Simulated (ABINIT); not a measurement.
Records of electronic-structure calculations.

```
How the form of the self-energy moves the gap of BP (F-43m)
1.0
     0.00000    2.26900    2.26900
     2.26900    0.00000    2.26900
     2.26900    2.26900    0.00000
B P
1 1
Direct
  0.00000 0.00000 0.00000
  0.25000 0.25000 0.25000
# method: RPA screening on PBE, plane waves, norm-conserving pseudopotentials (and 3 further levels or steps)
# program: ABINIT 10.8.3
# settings: cutoff 34 Ha, PseudoDojo scalar-relativistic 0.4.1 standard, norm-conserving, potential set dojo-sr-pbe-0.4.1-standard, ngkpt (6, 6, 6), nband 101, ecuteps 8.4 Ha, gwcalctyp 1, nfreqim 16, inclvkb 2, shiftk (0, 0, 0), symchi 1, awtr 1, frequency ac, 6×6×6 k-mesh
# notes: The cell and positions come from the Crystallography Open Database and are kept as given unless a step says otherwise.
# G0W0, Godby-Needs plasmon pole: 2.051 eV
# G0W0, Hybertsen-Louie plasmon pole: 2.116 eV
# G0W0, von der Linden-Horsch plasmon pole: 2.052 eV
# G0W0, Engel-Farid plasmon pole: 2.129 eV
# one-shot Hartree-Fock: 7.399 eV
# G0W0, contour deformation: 2.086 eV
# G0W0, analytic continuation: 1.961 eV
# known limits: short of the basis limit
```

[Long decimals in the printed logs are rounded to 6 places.]

[Logs are printed without paths, hosts, clocks, repeated set-up lines and the standing remarks that a program may print on its own settings, such as how far it seeks lower states.]

[Paths, hosts, dates, memory and timing lines, banners, echoed tables and standing remarks are left out of the program output; an Ansatz launch command may be rebuilt from the run's recorded settings. Measured values are a selection of at most five: reports struck by readers or far from the other reports are left out. None is set beside runs whose start may be inverted or whose files or cutoffs have a known fault.]

[Runs of the session that timed out or met a known fault of the program may be left out.]

[Hosts, paths, dates, database ids (printed as entryN), source tags and the programs' standing remarks are cut or masked in the printed files.]

[G0W0 gaps are taken among the corrected bands and points alone; a level outside them can change the order at an edge.]

[Where Ansatz stands beside ABINIT at settings called matched, ABINIT's density can come from a denser mesh and the files from another edition; pairs whose starting gaps differed by over 0.03 eV were left out, so agreement reads better than it is.]
